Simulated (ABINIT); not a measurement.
# Quasiparticle gap of BaTiO3 (P4mm) in ABINIT

How does a plane-wave GW calculation on BaTiO3 (P4mm) run from the first input to the gap?

Method: PBE and many-body steps on it, plane waves, in ABINIT 10.8.3.

This is a report of a sequence of runs, with most program output left out.

## (1) The structure

Symmetry: P4mm, No. 99, tetragonal system. The conventional cell has a = 3.990 Å, b = 3.990 Å, c = 4.023 Å, α = 90.00°, β = 90.00°, γ = 90.00°. Ba has 12 O at 2.80 to 2.87 Å nearest. Nearest to Ti lie 6 O at 1.84 to 2.18 Å. Nearest to O lie 2 Ti at 1.84 to 2.18 Å and 4 Ba at 2.82 Å. O has 2 Ti at 2.00 Å and 4 Ba at 2.80 to 2.87 Å nearest. Farther neighbours and most contacts between anions are not listed.

The cell and positions come from the Crystallography Open Database and are kept as given unless a step says otherwise. Spin-orbit coupling is left out unless a step names it.

## (2) Ground state

This step: ABINIT 10.8.3; DFT, PBE, plane waves, norm-conserving pseudopotentials.

The ground-state density comes first.

run.abi

```
acell 3*1.0 Angstrom
rprim 
  3.990480000000 0.000000000000 0.000000000000
  0.000000000000 3.990480000000 0.000000000000
  0.000000000000 0.000000000000 4.023030000000
ntypat 3
znucl 56 22 8
natom 5
typat 1 2 3 3 3
xred 
  0.000000000000 0.000000000000 0.000000000000
  0.500000000000 0.500000000000 0.522000000000
  0.500000000000 0.500000000000 0.979000000000
  0.500000000000 0.000000000000 0.488000000000
  0.000000000000 0.500000000000 0.488000000000
pp_dirpath "pseudos"
pseudos "Ba.upf, Ti.upf, O.upf"
ecut 38
ngkpt 6 6 6
nshiftk 1
shiftk 0 0 0
kptopt 1
chksymbreak 0
nband 26
occopt 1
tolvrs 1e-10
nstep 60
prtwf 0
indata_prefix "in"
outdata_prefix "out"
tmpdata_prefix "tmp"
```

Run with:

```sh
> OMP_NUM_THREADS=1 mpirun -n 4 abinit run.abi > log
```

Elapsed: 83 s, on 4 MPI ranks of Arm Neoverse V1, shared host; peak memory 0.38 GiB.

This step gave:

- total energy: -3738.4596 eV
- gap: 1.851 eV
- k of the valence top: 0.5, 0.5, 0.5
- k of the conduction bottom: 0, 0, 0
- least direct gap: 2.222 eV
- pressure: 3.877 GPa

The gap is indirect, with the least direct gap 0.37 eV higher.

The cutoff was set for levels, not for stress, so the pressure can be off by some GPa.

## (3) Bands along the symmetry lines

Levels along a band path, at the cheap level, show where the edges lie and whether the meshes to come will hold them.

run.abi

```
acell 3*1.0 Angstrom
rprim 
  3.990480000000 0.000000000000 0.000000000000
  0.000000000000 3.990480000000 0.000000000000
  0.000000000000 0.000000000000 4.023030000000
ntypat 3
znucl 56 22 8
natom 5
typat 1 2 3 3 3
xred 
  0.000000000000 0.000000000000 0.000000000000
  0.500000000000 0.500000000000 0.522000000000
  0.500000000000 0.500000000000 0.979000000000
  0.500000000000 0.000000000000 0.488000000000
  0.000000000000 0.500000000000 0.488000000000
pp_dirpath "pseudos"
pseudos "Ba.upf, Ti.upf, O.upf"
ecut 38
iscf -2
irdden 1
kptopt 0
nkpt 75
kpt 
  0.00000000 0.00000000 0.00000000
  0.00000000 0.06250000 0.00000000
  0.00000000 0.12500000 0.00000000
  0.00000000 0.18750000 0.00000000
  0.00000000 0.25000000 0.00000000
  0.00000000 0.31250000 0.00000000
  0.00000000 0.37500000 0.00000000
  0.00000000 0.43750000 0.00000000
  0.00000000 0.50000000 0.00000000
  0.06250000 0.50000000 0.00000000
  0.12500000 0.50000000 0.00000000
  0.18750000 0.50000000 0.00000000
  0.25000000 0.50000000 0.00000000
  0.31250000 0.50000000 0.00000000
  0.37500000 0.50000000 0.00000000
  0.43750000 0.50000000 0.00000000
  0.50000000 0.50000000 0.00000000
  0.43750000 0.43750000 0.00000000
  0.37500000 0.37500000 0.00000000
  0.31250000 0.31250000 0.00000000
  0.25000000 0.25000000 0.00000000
  0.18750000 0.18750000 0.00000000
  0.12500000 0.12500000 0.00000000
  0.06250000 0.06250000 0.00000000
  0.00000000 0.00000000 0.00000000
  0.00000000 0.00000000 0.06250000
  0.00000000 0.00000000 0.12500000
  0.00000000 0.00000000 0.18750000
  0.00000000 0.00000000 0.25000000
  0.00000000 0.00000000 0.31250000
  0.00000000 0.00000000 0.37500000
  0.00000000 0.00000000 0.43750000
  0.00000000 0.00000000 0.50000000
  0.00000000 0.06250000 0.50000000
  0.00000000 0.12500000 0.50000000
  0.00000000 0.18750000 0.50000000
  0.00000000 0.25000000 0.50000000
  0.00000000 0.31250000 0.50000000
  0.00000000 0.37500000 0.50000000
  0.00000000 0.43750000 0.50000000
  0.00000000 0.50000000 0.50000000
  0.06250000 0.50000000 0.50000000
  0.12500000 0.50000000 0.50000000
  0.18750000 0.50000000 0.50000000
  0.25000000 0.50000000 0.50000000
  0.31250000 0.50000000 0.50000000
  0.37500000 0.50000000 0.50000000
  0.43750000 0.50000000 0.50000000
  0.50000000 0.50000000 0.50000000
  0.43750000 0.43750000 0.50000000
  0.37500000 0.37500000 0.50000000
  0.31250000 0.31250000 0.50000000
  0.25000000 0.25000000 0.50000000
  0.18750000 0.18750000 0.50000000
  0.12500000 0.12500000 0.50000000
  0.06250000 0.06250000 0.50000000
  0.00000000 0.00000000 0.50000000
  0.00000000 0.50000000 0.00000000
  0.00000000 0.50000000 0.06250000
  0.00000000 0.50000000 0.12500000
  0.00000000 0.50000000 0.18750000
  0.00000000 0.50000000 0.25000000
  0.00000000 0.50000000 0.31250000
  0.00000000 0.50000000 0.37500000
  0.00000000 0.50000000 0.43750000
  0.00000000 0.50000000 0.50000000
  0.50000000 0.50000000 0.00000000
  0.50000000 0.50000000 0.06250000
  0.50000000 0.50000000 0.12500000
  0.50000000 0.50000000 0.18750000
  0.50000000 0.50000000 0.25000000
  0.50000000 0.50000000 0.31250000
  0.50000000 0.50000000 0.37500000
  0.50000000 0.50000000 0.43750000
  0.50000000 0.50000000 0.50000000
istwfk *1
nband 27
nbdbuf 2
tolwfr 1e-08
nstep 40
prtwf 0
prtvol 0
indata_prefix "in"
outdata_prefix "out"
tmpdata_prefix "tmp"
```

Elapsed: 96 s, on 4 MPI ranks; peak memory 0.41 GiB.

This step gave:

* gap: 1.851 eV
* k of the valence top: 0.5, 0.5, 0.5
* k of the conduction bottom: 0, 0, 0
* least direct gap: 2.222 eV

The gap is 1.851 eV, as in the run before at this level.

Electronic bands along the path, in eV, zero at the top of the highest filled band:

| point | band 17 | band 18 | band 19 | band 20 | band 21 | band 22 | band 23 | band 24 |
| --- | --- | --- | --- | --- | --- | --- | --- | --- |
| Γ | -1.18 | -0.45 | -0.37 | -0.37 | 1.85 | 2.22 | 2.22 | 4.12 |
| halfway | -1.52 | -1.26 | -0.81 | -0.67 | 2.27 | 2.80 | 2.85 | 4.27 |
| X | -1.84 | -1.67 | -1.13 | -0.97 | 2.34 | 3.57 | 3.64 | 4.24 |
| halfway | -1.68 | -1.53 | -1.12 | -0.50 | 2.90 | 3.65 | 3.72 | 4.77 |
| M | -1.83 | -1.08 | -1.08 | -0.07 | 3.66 | 3.66 | 4.02 | 4.77 |
| halfway | -1.95 | -1.19 | -0.93 | -0.51 | 2.76 | 2.98 | 3.16 | 4.76 |
| Γ | -1.18 | -0.45 | -0.37 | -0.37 | 1.85 | 2.22 | 2.22 | 4.12 |
| halfway | -1.61 | -1.32 | -0.55 | -0.55 | 1.93 | 2.99 | 2.99 | 4.12 |
| Z | -1.96 | -1.94 | -0.71 | -0.71 | 2.00 | 3.68 | 3.68 | 4.12 |
| halfway | -1.43 | -1.30 | -1.11 | -0.67 | 2.87 | 3.69 | 3.72 | 4.79 |
| R | -1.75 | -0.92 | -0.89 | -0.25 | 3.60 | 3.70 | 4.02 | 4.96 |
| halfway | -2.49 | -0.62 | -0.53 | -0.21 | 3.89 | 3.91 | 4.14 | 6.26 |
| A | -2.42 | -0.18 | -0.18 | 0.00 | 4.25 | 4.26 | 4.26 | 6.47 |
| halfway | -2.17 | -0.89 | -0.72 | -0.66 | 3.36 | 3.80 | 3.84 | 6.00 |
| Z | -1.96 | -1.94 | -0.71 | -0.71 | 2.00 | 3.68 | 3.68 | 4.12 |
| jump to X | -1.84 | -1.67 | -1.13 | -0.97 | 2.34 | 3.57 | 3.64 | 4.24 |
| halfway | -1.48 | -1.41 | -1.22 | -0.64 | 3.05 | 3.59 | 3.75 | 4.82 |
| R | -1.75 | -0.92 | -0.89 | -0.25 | 3.60 | 3.70 | 4.02 | 4.96 |
| jump to M | -1.83 | -1.08 | -1.08 | -0.07 | 3.66 | 3.66 | 4.02 | 4.77 |
| halfway | -2.57 | -0.72 | -0.72 | -0.04 | 3.94 | 3.94 | 4.13 | 6.07 |
| A | -2.42 | -0.18 | -0.18 | 0.00 | 4.25 | 4.26 | 4.26 | 6.47 |

## (4) Empty states on the mesh, 4×4×4 mesh, 60 bands

The sums over transitions need many empty states on a uniform mesh; this step solves for them.

run.abi

```
acell 3*1.0 Angstrom
rprim 
  3.990480000000 0.000000000000 0.000000000000
  0.000000000000 3.990480000000 0.000000000000
  0.000000000000 0.000000000000 4.023030000000
ntypat 3
znucl 56 22 8
natom 5
typat 1 2 3 3 3
xred 
  0.000000000000 0.000000000000 0.000000000000
  0.500000000000 0.500000000000 0.522000000000
  0.500000000000 0.500000000000 0.979000000000
  0.500000000000 0.000000000000 0.488000000000
  0.000000000000 0.500000000000 0.488000000000
pp_dirpath "pseudos"
pseudos "Ba.upf, Ti.upf, O.upf"
ecut 38
ngkpt 4 4 4
nshiftk 1
shiftk 0 0 0
kptopt 1
chksymbreak 0
iscf -2
irdden 1
istwfk *1
nband 60
nbdbuf 4
tolwfr 1e-09
nstep 60
prtvol 0
indata_prefix "in"
outdata_prefix "out"
tmpdata_prefix "tmp"
```

Elapsed: 38 s, on 4 MPI ranks; peak memory 0.35 GiB.

Numbers from this step:

```
gap                                                           : 1.851 eV
k of the valence top                                          : 0.5, 0.5, 0.5
k of the conduction bottom                                    : 0, 0, 0
least direct gap                                              : 2.222 eV
k points computed                                             : 18
lowest point of the top converged band, above the valence top : 30.37 eV
```

On this mesh the gap is 1.851 eV.

## (5) Screening, 4×4×4 mesh, 56 bands, screening to 87.1 eV

The RPA dielectric matrix is built and inverted for each q.

This step: RPA screening on PBE, plane waves, norm-conserving pseudopotentials.

run.abi, as its differences from that of step 4:

```diff
@@ -23,10 +23,11 @@
 chksymbreak 0
-iscf -2
-irdden 1
 istwfk *1
-nband 60
-nbdbuf 4
-tolwfr 1e-09
-nstep 60
-prtvol 0
+occopt 1
+irdwfk 1
+optdriver 3
+nband 56
+ecuteps 3.2
+inclvkb 2
+awtr 1
+symchi 1
 indata_prefix "in"
```

It took 52 s on 4 MPI ranks; peak memory 1.1 GiB; 3.4 min of CPU time.

This step gave:

| Item | Value |
| --- | --- |
| ε∞ with local fields, on this mesh, along the program's q direction | 5.852 |
| the same without local fields | 6.376 |
| plasma frequency | 29.34 eV |
| plane waves in the screening matrix | 123 |

Local fields lower ε∞ by 8 %. On a Γ-centred mesh this coarse the value itself is usually too large, while a short band sum pulls it down.

## (6) Self-energy, 4×4×4 mesh, 56 bands, screening to 87.1 eV

The self-energy is evaluated for the states that the input lists, and the levels follow from it, in one-shot runs by the linearised quasiparticle equation.

This step: G0W0 on PBE, plane waves, norm-conserving pseudopotentials.

run.abi, as its differences from that of step 5:

```diff
@@ -26,8 +26,17 @@
 irdwfk 1
-optdriver 3
+optdriver 4
 nband 56
+gwcalctyp 0
+ecutsigx 38
+symsigma 1
+nkptgw 2
+kptgw 
+  0.5000000000 0.5000000000 0.5000000000
+  0.0000000000 0.0000000000 0.0000000000
+bdgw 
+  18 23
+  19 23
 ecuteps 3.2
-inclvkb 2
-awtr 1
-symchi 1
+irdscr 1
+ppmodel 1
 indata_prefix "in"
```

Run time: 7.6 s. Hardware: 4 MPI ranks; peak memory 0.92 GiB.

Numbers from this step:

```
G0W0 gap on the points computed              : 3.433 eV
starting gap on the mesh                     : 1.851 eV
k of the valence top                         : 0.5, 0.5, 0.5
k of the conduction bottom                   : 0, 0, 0
Z at the valence top                         : 0.762
Z at the conduction bottom                   : 0.779
least direct G0W0 gap on the computed points : 3.791 eV
```

The gap on the mesh goes from 1.85 eV to 3.43 eV, a correction of +1.58 eV.

Limits: finite bands, cutoff and mesh; no spin-orbit coupling; coarse k mesh. v1 is the top filled band, c1 the lowest empty one. The levels before and after the correction (eV, zero at the valence-band top of each column):

|  | conduction bottom | valence top |
| --- | --- | --- |
| Kohn-Sham | 1.85 | 0.00 |
| G0W0 | 3.43 | 0.00 |

|  | level | energy (eV) |
| --- | --- | --- |
| Kohn-Sham | (0.5 0.5 0.5) v3-v2 | -0.176 |
| Kohn-Sham | (0.5 0.5 0.5) v1 | 0.000 |
| Kohn-Sham | (0.5 0.5 0.5) c1 | 4.247 |
| Kohn-Sham | (0.5 0.5 0.5) c2-c3 | 4.259 |
| Kohn-Sham | Γ v2-v1 | -0.371 |
| Kohn-Sham | Γ c1 | 1.851 |
| Kohn-Sham | Γ c2-c3 | 2.219 |
| G0W0 | (0.5 0.5 0.5) v3-v2 | -0.204 |
| G0W0 | (0.5 0.5 0.5) v1 | 0.000 |
| G0W0 | (0.5 0.5 0.5) c1 | 6.110 |
| G0W0 | (0.5 0.5 0.5) c2-c3 | 6.167 |
| G0W0 | Γ v2-v1 | -0.358 |
| G0W0 | Γ c1 | 3.433 |
| G0W0 | Γ c2-c3 | 3.824 |

## (7) Where the time went

Times are wall times on 4 MPI ranks of Arm Neoverse V1, shared host, good to a factor of about two.

| step | time | share | memory (GiB) |
| --- | --- | --- | --- |
| ground state | 83 s | 30 % | 0.38 |
| bands along the symmetry lines | 96 s | 35 % | 0.41 |
| empty states on the mesh | 38 s | 14 % | 0.35 |
| screening | 52 s | 19 % | 1.1 |
| self-energy | 7.6 s | 3 % | 0.92 |

## (8) What came out

| Property | Result |
| --- | --- |
| PBE gap | 1.85 eV, indirect |
| G0W0 gap on the mesh | 3.43 eV |
| GW settings | 4×4×4 mesh, 56 bands, screening to 87.1 eV, Godby-Needs plasmon pole |
| known limits | not at the basis limit; no spin-orbit coupling; coarse k mesh |

What this shows: G0W0 moves the gap on the mesh from 1.85 eV to 3.43 eV (+1.58 eV), with Z of 0.76 and 0.78 at the edges. Local fields lower the RPA ε∞ on this mesh from 6.38 to 5.85; a Γ-centred mesh this coarse tends to raise both, most where the direct gap is narrow, while a short band sum lowers them. Only 2 of the mesh's irreducible points were corrected, so a valley elsewhere could overtake. Bands and cutoff are finite, so the gap is not at the basis limit. The miss can reach some tenths of an eV and take either sign; the mesh is an error of its own. In the G0W0 run levels were corrected at 2 k points alone, so a gap called «on the mesh» is the least over those, and an edge elsewhere would be missed. The 4×4×4 mesh is coarse for this cell, which bears on the long-range parts of exchange and screening. The many-body steps are scalar-relativistic: spin-orbit coupling is not in them.

[Paths, hosts, dates, memory and timing lines, banners, echoed tables and standing remarks are left out of the program output.]

[Logs are printed without paths, hosts, clocks, repeated set-up lines and the standing remarks that a program may print on its own settings, such as how far it seeks lower states.]

[Runs of the session that timed out or met a known fault of the program may be left out.]

[Hosts, paths, dates, database ids (printed as entryN), source tags and the programs' standing remarks are cut or masked in the printed files.]

[G0W0 gaps are taken among the corrected bands and points alone; a level outside them can change the order at an edge.]

[Where Ansatz stands beside ABINIT at settings called matched, ABINIT's density can come from a denser mesh and the files from another edition; pairs whose starting gaps differed by over 0.03 eV were left out, so agreement reads better than it is.]
